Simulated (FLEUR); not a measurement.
# CoO: which magnetic order is lowest

Wanted: the moments of CoO and the energy of each order that was tried.

Calculated with FLEUR MaX-R8.1; PBE with U = 3.5 eV on Co d; all-electron FLAPW, Dirac cores, scalar-relativistic bands.

## (1) Set-up

Symmetry: Fm-3m, No. 225, cubic system. Conventional cell: a = 4.263 Å, b = 4.263 Å, c = 4.263 Å, α = 90.00°, β = 90.00°, γ = 90.00°. Co has 6 O at 2.13 Å nearest. O has 6 Co at 2.13 Å nearest. Farther neighbours and most contacts between anions are not listed.

Steps with spin–orbit coupling that held too few empty states are left out.

## (2) Start 1: ferro +

The parallel start is the test of whether parallel moments hold. The U counters the self-interaction that shrinks the moments of a localised shell.

inpgen writes inp.xml from crystal.txt; cutoffs, mixing, functional, smearing and local orbitals are then set in the file. The k list default-1 (kpts.xml, not shown) is a Γ-centred 10×10×10 mesh; where the ranks do not divide the number of points, some are split in two of half the weight.

inp.xml

```
<?xml version="1.0" encoding="UTF-8" standalone="no"?>
<fleurInput fleurInputVersion="0.39">
   <comment>
      CoO
   </comment>
   <calculationSetup>
      <cutoffs Kmax="4.23" Gmax="12.7" GmaxXC="12.7" numbands="0"/>
      <scfLoop itmax="120" minDistance="0.0001" maxIterBroyd="15" imix="Anderson" alpha="0.05" precondParam="0.0" spinf="2.0" sdNocoIR="T"/>
      <coreElectrons ctail="T" frcor="F" kcrel="0" coretail_lmax="0"/>
      <xcFunctional name="pbe" relativisticCorrections="F"/>
      <magnetism jspins="2"/>
      <soc l_soc="F" theta="0.0" phi="0.0" spav="F"/>
      <expertModes spex="0" secvar="F"/>
      <geometryOptimization l_f="F" forcealpha="1.0" forcemix="BFGS" epsdisp="0.00001" epsforce="0.00001"/>
      <ldaU l_linMix="F" mixParam="0.05" spinf="1.0"/>
   </calculationSetup>
   <cell>
      <bzIntegration valenceElectrons="23.0" mode="hist" fermiSmearingEnergy="0.00183747">
         <kPointListSelection listName="default-1"/>
         <xi:include xmlns:xi="http://www.w3.org/2001/XInclude" href="kpts.xml"> </xi:include>
      </bzIntegration>
      <xi:include xmlns:xi="http://www.w3.org/2001/XInclude" href="sym.xml"> </xi:include>
      <bulkLattice scale="1.0">
         <bravaisMatrix>
            <row-1>    0.0000000000000000     4.0279512345848998     4.0279512345848998</row-1>
            <row-2>    4.0279512345848998     0.0000000000000000     4.0279512345848998</row-2>
            <row-3>    4.0279512345848998     4.0279512345848998     0.0000000000000000</row-3>
         </bravaisMatrix>
      </bulkLattice>
   </cell>
   <atomSpecies>
      <species name="Cobalt (Co3.000" element="Co" atomicNumber="27">
         <mtSphere radius="2.51" gridPoints="829" logIncrement="0.015"/>
         <atomicCutoffs lmax="10" lnonsphr="8"/>
         <electronConfig flipSpins="F">
            <coreConfig>(1s1/2) (2s1/2) (2p1/2) (2p3/2)</coreConfig>
            <valenceConfig>(3s1/2) (3p1/2) (3p3/2) (4s1/2) (3d3/2) (3d5/2)</valenceConfig>
            <stateOccupation state="(3d3/2)" spinUp="2.0" spinDown="0.8"/>
            <stateOccupation state="(3d5/2)" spinUp="3.0" spinDown="1.2"/>
         </electronConfig>
         <energyParameters s="4" p="4" d="3" f="4"/>
         <ldaU l="2" U="3.5" J="0.0" l_amf="F"/>
         <lo type="SCLO" l="0" n="3" eDeriv="0"/>
         <lo type="SCLO" l="1" n="3" eDeriv="0"/>
      </species>
      <species name="Oxygen (O)" element="O" atomicNumber="8">
         <mtSphere radius="1.42" gridPoints="471" logIncrement="0.022"/>
         <atomicCutoffs lmax="6" lnonsphr="4"/>
         <electronConfig flipSpins="F">
            <coreConfig>(1s1/2)</coreConfig>
            <valenceConfig>(2s1/2) (2p1/2) (2p3/2)</valenceConfig>
            <stateOccupation state="(2p1/2)" spinUp="0.666667" spinDown="0.666667"/>
            <stateOccupation state="(2p3/2)" spinUp="1.333333" spinDown="1.333333"/>
         </electronConfig>
         <energyParameters s="2" p="2" d="3" f="4"/>
      </species>
   </atomSpecies>
   <atomGroups>
      <atomGroup species="Cobalt (Co3.000">
         <relPos label="                   1">.0000000000 .0000000000 .0000000000</relPos>
         <force calculate="T" relaxXYZ="TTT"/>
      </atomGroup>
      <atomGroup species="Oxygen (O)">
         <relPos label="                   2">1.000/2.000 1.000/2.000 1.000/2.000</relPos>
         <force calculate="T" relaxXYZ="TTT"/>
      </atomGroup>
   </atomGroups>
   <output dos="F" band="F" slice="F">
      <bandDOS minEnergy="-.5*Htr" maxEnergy="0.5*Htr" sigma="0.015" storeEVData="T"/>
      <plotting iplot="0" polar="F">
         <plot TwoD="T" vec1="  1.0  0.0  0.0" vec2="  0.0  1.0  0.0" vec3="  0.0  0.0  1.0" zero="  0.0  0.0  0.0" file="plot"/>
      </plotting>
      <moessbauerParams electricFieldGradient="F" isomerShift="F" coreHyperfine="F" valenceHyperfine="F"/>
   </output>
</fleurInput>
```

crystal.txt

```
CoO
&input film=F cartesian=F /
0.00000000000  2.13150000000  2.13150000000
2.13150000000  0.00000000000  2.13150000000
2.13150000000  2.13150000000  0.00000000000
1.8897261246
1.0 1.0 1.0

2
27 0.00000000000  0.00000000000  0.00000000000 : 3.000
8 0.50000000000  0.50000000000  0.50000000000

&kpt div1=10 div2=10 div3=10 gamma=T /
```

Launch:

```console
OMP_NUM_THREADS=1 inpgen -f crystal.txt > inpgen.log  # inp.xml is then edited as shown
OMP_NUM_THREADS=1 mpirun -n 2 fleur_MPI > fleur.log
```

Log:

```text
Welcome to FLEUR        (www.flapw.de)
      MaX-Release 8.1          (www.max-centre.eu)

 ========== k-point set info ==========
 Selected k-point list: default-1
 k-point list type: mesh
 0 x 0 x 0
 Number of k points: 48

 ------------Calculation Setup---------------------------
 Number of MPI-tasks      :            2
 Number of PE/node        :            2
 Number of OMP-threads    :            1
 k-points in parallel     :            2
 pe's per k-point         :            1
 No of k-point loops      :           24
 Eigenvalue solver        :       lapack
 Number of basis functions:          186
 Approximate size of matrices (H+S) per k-point:         0.001 GB
 --------------------------------------------------------
 no density matrix found ... skipping LDA+U
 Reset of history
 Iteration:     1   Distance:      24.56174690 me/bohr^3
 Iteration:     2   Distance:      26.09201180 me/bohr^3
 Iteration:     3   Distance:      23.52064748 me/bohr^3
 Iteration:     4   Distance:      17.04144249 me/bohr^3
 Iteration:     5   Distance:      25.81320746 me/bohr^3
 Iteration:     6   Distance:       7.39219931 me/bohr^3
 Iteration:     7   Distance:       6.11386724 me/bohr^3
 Iteration:     8   Distance:       1.65850827 me/bohr^3
 Iteration:     9   Distance:       1.00573798 me/bohr^3
 Iteration:    10   Distance:       0.43704284 me/bohr^3
 Iteration:    11   Distance:       0.30909241 me/bohr^3
 Iteration:    12   Distance:       0.16654196 me/bohr^3
 Iteration:    13   Distance:       0.12878894 me/bohr^3
 Iteration:    14   Distance:       0.07480970 me/bohr^3
 Iteration:    15   Distance:       0.07553877 me/bohr^3
 Iteration:    16   Distance:       0.01628835 me/bohr^3
 Iteration:    17   Distance:       0.01533030 me/bohr^3
 Iteration:    18   Distance:       0.01007691 me/bohr^3
 Iteration:    19   Distance:       0.00116494 me/bohr^3
 Iteration:    20   Distance:       0.00085034 me/bohr^3
 Iteration:    21   Distance:       0.00066098 me/bohr^3
 Iteration:    22   Distance:       0.00020791 me/bohr^3
 Iteration:    23   Distance:       0.00006684 me/bohr^3

 ********************************************************************
 Run finished successfully
 Stop message:
   all done
 ********************************************************************

--- out.xml (last complete iteration) ---
<iteration numberForCurrentRun="   23" overallNumber="   23">
         [... left out ...]
         <bandgap value="0.0197938342" units="eV"/>
         <sumValenceSingleParticleEnergies value="-15.9753451453" units="Htr"/>
         <FermiEnergy value="0.2997175384" units="Htr"/>
         <valenceDensity>
            <mtCharges spin="1">
               <mtCharge atomType="1" total="9.4974365" s="1.1910280" p="3.2400254" d="4.9852137" f="0.0562062"/>
               <mtCharge atomType="2" total="2.3960419" s="0.7167828" p="1.6747139" d="0.0039400" f="0.0005056"/>
            </mtCharges>
            <mtCharges spin="2">
               <mtCharge atomType="1" total="6.7636089" s="1.1682123" p="3.2217381" d="2.2993472" f="0.0529029"/>
               <mtCharge atomType="2" total="2.1529500" s="0.6927354" p="1.4571636" d="0.0026904" f="0.0003135"/>
            </mtCharges>
            <spinDependentCharge spin="1" total="12.9997094" interstitial="1.1062310" mtSpheres="11.8934784"/>
            <spinDependentCharge spin="2" total="10.0002906" interstitial="1.0837317" mtSpheres="8.9165589"/>
            <totalCharge value="23.0000000000"/>
         </valenceDensity>
         [... left out ...]
         <allElectronCharges>
            <spinDependentCharge spin="1" total="18.9997094" interstitial="1.1062313" mtSpheres="17.8934781"/>
            <spinDependentCharge spin="2" total="16.0002906" interstitial="1.0837320" mtSpheres="14.9165586"/>
            <totalCharge value="34.9999999989"/>
         </allElectronCharges>
         <magneticMomentsInMTSpheres units="muBohr">
            <globalMagMoment atomType="1" vec="0.00000   0.00000   2.73383"/>
            <localMagMoment atomType="1" vec="0.00000   0.00000   2.73383"/>
            <globalMagMoment atomType="2" vec="0.00000   0.00000   0.24309"/>
            <localMagMoment atomType="2" vec="0.00000   0.00000   0.24309"/>
         </magneticMomentsInMTSpheres>
         <moessbauerParams unitsHFF="kG" unitsIS="e/bohr^3" unitsEFG="Htr/bohr^2">
         </moessbauerParams>
         <totalEnergy value="    -1468.6219513807" units="Htr">
            <sumOfEigenvalues value="     -840.5270191028">
               <coreElectrons value="-824.5516739574"/>
               <valenceElectrons value="-15.9753451453"/>
            </sumOfEigenvalues>
            <densityCoulombPotentialIntegral value="-2240.7375141345"/>
            <densityEffectivePotentialIntegral value="-2329.2712711812"/>
            <chargeDenXCDenIntegral value="-68.2594435600"/>
            <FockExchangeEnergyValence value="0.0000000000"/>
            <FockExchangeEnergyCore value="0.0000000000"/>
            <atomTypeDependentContributions atomType="1">
               <electronNucleiInteractionDifferentMTs value="1669.3303958548"/>
               <MadelungTerm value="-8.4635745049"/>
            </atomTypeDependentContributions>
            <atomTypeDependentContributions atomType="2">
               <electronNucleiInteractionDifferentMTs value="86.4569211433"/>
               <MadelungTerm value="-4.8948046320"/>
            </atomTypeDependentContributions>
            <dftUCorrection value="-0.4076933030"/>
            <tkbTimesEntropy value="0.0013361649"/>
            <freeEnergy value="-1468.6232875456"/>
            <extrapolationTo0K value="-1468.6226194632"/>
         </totalEnergy>
         <ldaUDensityMatrix>
            <densityMatrixFor spin="1" atomType="1" uIndex="1" l="2" U="3.50000000" J="0.00000000">
               (+1.00188,+0.00000) (+0.00000,+0.00000) (+0.00000,+0.00000) (+0.00000,+0.00000) (+0.02417,+0.00000)
               (+0.00000,+0.00000) (+0.97771,+0.00000) (+0.00000,+0.00000) (+0.00000,+0.00000) (+0.00000,+0.00000)
               (+0.00000,+0.00000) (+0.00000,+0.00000) (+1.02604,+0.00000) (+0.00000,+0.00000) (+0.00000,+0.00000)
               (+0.00000,+0.00000) (+0.00000,+0.00000) (+0.00000,+0.00000) (+0.97771,+0.00000) (+0.00000,+0.00000)
               (+0.02417,+0.00000) (+0.00000,+0.00000) (+0.00000,+0.00000) (+0.00000,+0.00000) (+1.00188,+0.00000)
            </densityMatrixFor>
            <densityMatrixFor spin="2" atomType="1" uIndex="1" l="2" U="3.50000000" J="0.00000000">
               (+0.40915,+0.00000) (+0.00000,+0.00000) (+0.00000,+0.00000) (+0.00000,+0.00000) (-0.25360,+0.00000)
               (+0.00000,+0.00000) (+0.66275,+0.00000) (+0.00000,+0.00000) (+0.00000,+0.00000) (+0.00000,+0.00000)
               (+0.00000,+0.00000) (+0.00000,+0.00000) (+0.15555,+0.00000) (+0.00000,+0.00000) (+0.00000,+0.00000)
               (+0.00000,+0.00000) (+0.00000,+0.00000) (+0.00000,+0.00000) (+0.66275,+0.00000) (+0.00000,+0.00000)
               (-0.25360,+0.00000) (+0.00000,+0.00000) (+0.00000,+0.00000) (+0.00000,+0.00000) (+0.40915,+0.00000)
            </densityMatrixFor>
         </ldaUDensityMatrix>
         <ldaUDensityMatrixConvergence>
            <distance spin="1" distance="0.000000"/>
            <distance spin="2" distance="0.000002"/>
         </ldaUDensityMatrixConvergence>
         <densityConvergence units="me/bohr^3">
            <chargeDensity spin="1" distance="0.0000112260"/>
            <chargeDensity spin="2" distance="0.0000620265"/>
            <overallChargeDensity distance="0.0000589843"/>
            <spinDensity distance="0.0000668391"/>
         </densityConvergence>
      </iteration>
```

Run time: 36 s. Hardware: 2 MPI ranks of Arm Neoverse N1, shared host; peak memory 0.14 GiB; 71 s of CPU time.

Numbers from this step:

| Quantity | Value |
| --- | --- |
| free energy | -39963.2755 eV |
| program's band gap on this mesh (in a metal only a level spacing) | 0.01979 eV |
| magnetization | 2.999 μB |
| final state | ferromagnetic |
| largest moment | 2.734 μB |

After 23 cycles the largest moment stands at 2.73 μB.

[end of part 1 of 2]

[Logs and program files are shortened in this print: banners, set-up blocks, solver, clock and traceback lines can be left out without a mark of their own.]

[Logs are printed without paths, hosts, clocks, repeated set-up lines and the standing remarks that a program may print on its own settings, such as how far it seeks lower states.]

[Hosts, paths, dates, database ids (printed as entryN), source tags and the programs' standing remarks are cut or masked in the printed files.]

[Where a cell is said to come from a database of computed structures, the database is the Materials Project.]
